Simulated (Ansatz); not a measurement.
# Molecular dynamics of random rock-salt alloy of CaS and PbS (64 atoms)

Wanted: a short trajectory of random rock-salt alloy of CaS and PbS (64 atoms) with its pair distributions.

Method: Kohn-Sham DFT, PBE, PAW (set soft_2), plane waves, in Ansatz 0.2.0.

## (1) The structure

The cell holds 64 atoms: 20 Pb, 32 S and 12 Ca. Its edges and angles: a = 11.688 Å, b = 11.688 Å, c = 11.688 Å, α = 90.0°, β = 90.0°, γ = 90.0°. It derives from CaS (rock-salt) and PbS, repeated 2×2×2. Rock-salt CaS, 2 x 2 x 2 conventional cells, 20 of 32 Ca sites given to Pb at random (x = 0.625), lattice by Vegard's rule (a = 5.844 Å); not relaxed, displaced by a Gaussian of 0.02 Å.

What the set-up can't give: The host structure and its lattice constant were typed by rule, without a check against the phase diagram. Sampling is at Γ alone, for a cell whose shortest periodic width is 12 Å. No spin–orbit coupling is included, so levels derived from the heavy atoms are approximate.

## (2) Dynamics at 300 K

A Langevin thermostat couples each atom to a heat bath, at the price of damped dynamics. The time step is 2.0 fs.

Input file input.yaml:

```yaml
crystal:
  lattice:
    - [11.6876, 0.0, 0.0]
    - [0.0, 11.6876, 0.0]
    - [0.0, 0.0, 11.6876]
  atoms:
    - { symbol: Pb, position: [0.00094, 0.0045, 0.00048] }
    - { symbol: S, position: [0.25056, 0.00284, 0.99926] }
    - { symbol: Pb, position: [0.99971, 0.25121, 0.24904] }
    - { symbol: S, position: [0.25227, 0.24834, 0.24745] }
    [... 54 atom lines left out ...]
    - { symbol: Ca, position: [0.50232, 0.7497, 0.74989] }
    - { symbol: S, position: [0.75099, 0.74826, 0.7494] }
    - { symbol: Pb, position: [0.75249, 0.49989, 0.74782] }
    - { symbol: S, position: [0.50093, 0.5006, 0.74791] }
    - { symbol: Pb, position: [0.74895, 0.75222, 0.49997] }
    - { symbol: S, position: [0.50123, 0.74735, 0.50004] }
kpoints:
  mp_grid: { grid: [1, 1, 1] }
hamiltonian:
  xc: pbe
scf:
  occupations: { method: gaussian, width: 0.05 }
output:
  forces: true
  stress: true
md:
  timestep: 2.0
  n_steps: 90
  ensemble: nvt_langevin
  temperature: 300
  initial_velocities: maxwell_boltzmann
  seed: 243
```

Launch:

```
$ ansatz run input.yaml --threads 4 --pin off --max-ram 8192MiB --backend cpu --events-out ev --progress --plain --runs-dir out
```

Run time: 19 min. Hardware: 4 threads of Intel Xeon Platinum 8375C at 2.90GHz (Ice Lake), shared host; peak memory 2.1 GiB.

The program notes that the SCF threshold is loose for the stress and it switched symmetry off.

The trajectory, sampled:

```csv
time (fs),T (K),potential (meV/atom)
0.0,295,0.0
12.0,294,1.1
24.0,290,1.2
36.0,310,3.9
48.0,279,9.7
60.0,266,14.2
72.0,234,15.0
84.0,285,11.2
96.0,288,6.9
108.0,312,5.5
120.0,274,8.4
132.0,253,12.5
144.0,287,12.7
156.0,312,10.6
168.0,296,11.0
180.0,270,13.5
```

Mean square displacement from the first frame to the last: Pb 0.034 Å², S 0.067 Å², Ca 0.041 Å².

The mean square displacement by time lag:

```csv
time lag (fs),Ca (Å²),Pb (Å²),S (Å²)
2.0,6.1e-5,1.3e-5,9.6e-5
4.0,2.4e-4,5.1e-5,3.8e-4
8.0,9.6e-4,2.0e-4,0.00150
12.0,0.00210,4.5e-4,0.00331
16.0,0.00364,7.8e-4,0.00573
20.0,0.00553,0.00121,0.00869
24.0,0.00770,0.00171,0.0121
26.0,0.00888,0.00200,0.0139
30.0,0.0114,0.00261,0.0178
34.0,0.0140,0.00330,0.0220
38.0,0.0168,0.00405,0.0262
42.0,0.0195,0.00486,0.0304
46.0,0.0223,0.00572,0.0345
48.0,0.0237,0.00616,0.0366
52.0,0.0264,0.00709,0.0405
56.0,0.0289,0.00805,0.0442
60.0,0.0314,0.00904,0.0476
64.0,0.0337,0.0101,0.0507
68.0,0.0359,0.0111,0.0535
70.0,0.0369,0.0117,0.0548
74.0,0.0388,0.0128,0.0570
78.0,0.0405,0.0139,0.0588
82.0,0.0419,0.0150,0.0602
86.0,0.0432,0.0161,0.0613
90.0,0.0443,0.0173,0.0620
```

Over the second half of 180 fs the temperature averages 285 K with swings of 23 K r.m.s. From first frame to last S has the largest mean square displacement, 0.067 Å² at the end; the farthest move is 0.49 Å. The run spans 0.18 ps, too short for its means to be equilibrium values.

## (3) Structure statistics late in the run

The g(r) is a mean over the second half; what follows it is taken at the last frame.

Density 5.88 g/cm³, 24.95 Å³ an atom.

Mean of 17 frames. g(r), total and by pair (bins of 0.2 Å):

```csv
r (Å),total,S-S,S-Pb,S-Ca,Pb-Pb,Pb-Ca,Ca-Ca
2.60,0.37,0.00,0.30,1.44,0.00,0.00,0.00
2.80,3.00,0.00,4.62,8.32,0.00,0.00,0.00
3.00,2.84,0.00,6.38,4.55,0.00,0.00,0.00
3.20,0.69,0.00,2.04,0.27,0.00,0.00,0.00
3.40,0.07,0.01,0.23,0.00,0.00,0.00,0.00
3.60,0.05,0.19,0.02,0.00,0.00,0.00,0.00
3.80,0.49,1.52,0.00,0.00,0.09,0.59,0.88
4.00,2.60,4.96,0.00,0.00,5.96,4.90,5.96
4.20,2.85,4.75,0.00,0.00,6.65,6.82,6.30
4.40,0.86,2.04,0.03,0.00,1.04,1.86,0.57
4.60,0.19,0.54,0.15,0.05,0.04,0.00,0.00
4.80,0.53,0.00,0.98,1.21,0.00,0.00,0.00
5.00,1.31,0.00,2.62,2.67,0.00,0.00,0.00
5.20,0.90,0.00,1.84,1.73,0.00,0.00,0.00
5.40,0.29,0.10,0.56,0.47,0.00,0.00,0.00
5.60,0.29,0.57,0.03,0.10,0.43,0.63,0.10
5.80,0.85,1.50,0.00,0.00,1.53,2.42,1.35
6.00,0.57,1.11,0.07,0.08,0.99,1.18,0.62
6.20,0.54,0.20,1.07,0.75,0.02,0.12,0.00
6.40,1.94,0.01,3.91,3.83,0.00,0.00,0.00
6.60,2.25,0.10,4.42,4.48,0.00,0.02,0.00
6.80,1.11,0.82,1.51,1.80,0.38,0.36,0.39
7.00,1.46,2.79,0.20,0.19,2.66,2.61,3.13
7.20,2.08,3.47,0.00,0.01,5.03,4.74,4.55
7.40,0.78,1.79,0.00,0.00,1.18,1.49,1.15
7.60,0.10,0.32,0.00,0.00,0.07,0.08,0.11
7.80,0.02,0.09,0.00,0.00,0.01,0.01,0.00
```

Bonds by pair of elements; cutoffs follow the first minimum of g(r), held within bounds set by covalent radii, and pairs that aren't listed don't count as bonded:

```csv
pair A-B,cutoff (Å),bonds,mean length (Å),spread (Å),shortest (Å),B about A,A about B
S-Pb,3.64,120,2.98,0.163,2.65,3.75,6
S-Ca,3.52,72,2.85,0.126,2.62,2.25,6
```

How many atoms have how many bonded neighbours:

```csv
element,mean,6
Ca,6,12
Pb,6,20
S,6,32
```

Bond angles (no mean is given where the spread exceeds 20°):

```csv
angle,count,mean (°),spread (°)
S-Pb-S,300,-,-
Ca-S-Pb,240,-,-
S-Ca-S,180,-,-
Pb-S-Pb,180,-,-
Ca-S-Ca,60,-,-
```

For some of the pairs, g(r) has its first main peak near 4.08 Å (S-S), 2.93 Å (S-Pb), 2.87 Å (S-Ca), 4.11 Å (Pb-Pb), 4.10 Å (Pb-Ca) and 4.10 Å (Ca-Ca). Counting bonds as in the table, all Ca atoms have 6, all Pb atoms have 6 and all S atoms have 6 bonded neighbours.

## (4) Single point at the last frame

The last frame is solved again with fuller output, to read the electronic structure of a thermally displaced geometry.

Input file input.yaml:

```yaml
crystal:
  lattice:
    - [11.6876, 0.0, 0.0]
    - [0.0, 11.6876, 0.0]
    - [0.0, 0.0, 11.6876]
  atoms:
    - { symbol: Pb, position: [0.98597, 0.00419, 0.00279] }
    - { symbol: S, position: [0.24657, 0.00505, 0.00628] }
    - { symbol: Pb, position: [0.00901, 0.26203, 0.23074] }
    - { symbol: S, position: [0.26784, 0.25503, 0.22158] }
    [... 54 atom lines left out ...]
    - { symbol: Ca, position: [0.49146, 0.74701, 0.73959] }
    - { symbol: S, position: [0.72854, 0.74926, 0.74235] }
    - { symbol: Pb, position: [0.75264, 0.51826, 0.7579] }
    - { symbol: S, position: [0.51562, 0.50282, 0.74657] }
    - { symbol: Pb, position: [0.75874, 0.74267, 0.48958] }
    - { symbol: S, position: [0.4997, 0.75164, 0.49027] }
kpoints:
  mp_grid: { grid: [1, 1, 1] }
hamiltonian:
  xc: pbe
scf:
  occupations: { method: gaussian, width: 0.05 }
output:
  forces: true
  stress: true
  populations: true
  dos:
    method: { smearing: { sigma: 0.15 } }
    de: 0.1
    projected: { site_lists: { Ca: [Ca], Pb: [Pb], S: [S] } }
  eigenvalues: true
  write_density: true
  write_potential: true
  volumetric_format: npy
  elf: true
```

Elapsed: 33 s, on 4 threads; peak memory 2 GiB; 1.7 min of CPU time.

Numbers from this run:

```yaml
free_energy: -288862.7949 eV
free_energy_per_atom: -4513.4812 eV/atom
scf_cycles: 9
pressure: 3.445 GPa
r_m_s_force_component: 0.3371 eV/Å
longest_force: 1.39 eV/Å
fermi_energy: 8.424 eV
spacing_of_highest_filled_and_lowest_empty_level: 1.2 eV
spilling_of_the_projection: 0.008107
```

Length of the force by element:

```csv
element,coordination,atoms,mean length of the force (eV/Å),spread,least,most
Ca,all,12,0.669,0.349,0.203,1.39
Pb,all,20,0.492,0.202,0.0688,0.809
S,all,32,0.499,0.205,0.185,1.03
```

Löwdin charges by element (they lack the spilled electrons, 0.075 e an atom on average):

```csv
element,coordination,atoms,mean charge (e),spread,least,most
Ca,all,12,1.58,0.0114,1.56,1.60
Pb,all,20,0.515,0.0317,0.460,0.587
S,all,32,-0.763,0.114,-1.01,-0.557
```

Charge against the make-up of the first shell:

```csv
Pb neighbours of S,atoms,mean charge (e)
2,4,-0.987
3,8,-0.837
4,12,-0.728
5,8,-0.632
```

States in the cell by windows of 1 eV, zero at the Fermi level; the larger projections on atomic orbitals stand beside the total:

```csv
from (eV),to (eV),total,S p,Pb p,Pb s,S s,Pb d
-18,-17,179.1,0.4,0.1,0.0,0.6,177.9
-17,-16,20.9,0.0,0.0,0.0,0.0,20.8
-16,-15,0.0,0.0,0.0,0.0,0.0,0.0
-15,-14,0.1,0.0,0.0,0.0,0.0,0.0
-14,-13,11.9,0.1,1.0,1.6,8.0,0.1
-13,-12,48.2,0.2,4.8,1.6,39.5,0.6
-12,-11,3.8,0.0,0.2,0.1,3.4,0.1
-11,-10,0.0,0.0,0.0,0.0,0.0,0.0
-10,-9,4.0,1.0,0.0,2.7,0.2,0.0
-9,-8,26.7,4.9,0.2,19.1,2.3,0.0
-8,-7,9.3,1.2,0.1,6.4,1.6,0.0
-7,-6,0.1,0.0,0.0,0.0,0.0,0.0
-6,-5,5.2,3.0,2.0,0.1,0.0,0.0
-5,-4,28.5,18.8,8.6,0.1,0.2,0.0
-4,-3,53.6,41.2,8.1,0.6,0.7,0.1
-3,-2,69.3,60.8,3.8,1.3,0.4,0.2
-2,-1,27.0,21.1,1.3,3.5,0.1,0.1
-1,0,8.4,5.6,0.4,2.0,0.0,0.0
0,1,8.0,1.0,5.3,0.0,1.1,0.0
1,2,27.6,3.2,16.3,0.1,2.0,0.0
2,3,50.2,7.1,27.7,0.1,1.1,0.0
```

Between -26 and -18 eV lie 72 more states.

The stored curve holds about 568 of the 592 electrons; the rest, give or take the few that broadening carries across the Fermi level, lie in deeper levels below its range.

The levels nearest the highest filled one (over half full), pooled over k-points and spins:

```csv
level less the highest filled one (eV),occupation
-0.629,2
-0.497,2
-0.300,2
-0.211,2
-0.125,2
0,2
1.20,0
1.28,0
1.31,0
1.34,0
1.84,0
1.88,0
```

Mean Löwdin charges: Ca +1.58, Pb +0.51, S -0.76 e (they miss 0.81 % of the electrons, so they add up to more than the cell's charge). The charge on S changes by +0.115 e for each Pb neighbour that takes the place of another kind, on average. The largest share in the top eV of filled states is S p (75 % of the projected weight), and in the lowest eV of empty states Pb p (74 % of the projected weight).

## (5) What came out

```yaml
mean_temperature_second_half: 285.3 K
temperature_swing_second_half: 23.27 K
mean_pressure_second_half: 3.491 GPa
free_energy_per_atom: -4513.4812 eV/atom
density: 5.877 g/cm³
pressure: 3.445 GPa
r_m_s_force_component: 0.3371 eV/Å
spacing_of_highest_filled_and_lowest_empty_level: 1.2 eV
wall_time_of_the_2_dft_runs: 19 min
```

In words: Over the second half of 180 fs the temperature averages 285 K with swings of 23 K r.m.s. The run spans 0.18 ps, too short for its means to be equilibrium values. Counting bonds as in the table, all Ca atoms have 6, all Pb atoms have 6 and all S atoms have 6 bonded neighbours. The highest filled and lowest empty levels differ by 1.20 eV at Γ alone; the mesh holds the band edges only if they fold onto it, so the gap at this level can be narrower or closed.

Caveats: The pressure of 3.4 GPa is that of one thermal frame at a volume set beforehand, without the kinetic term.

[Logs are printed without paths, hosts, clocks, repeated set-up lines and the standing remarks that a program may print on its own settings, such as how far it seeks lower states.]

[Hosts, paths, dates, database ids (printed as entryN), source tags and the programs' standing remarks are cut or masked in the printed files.]
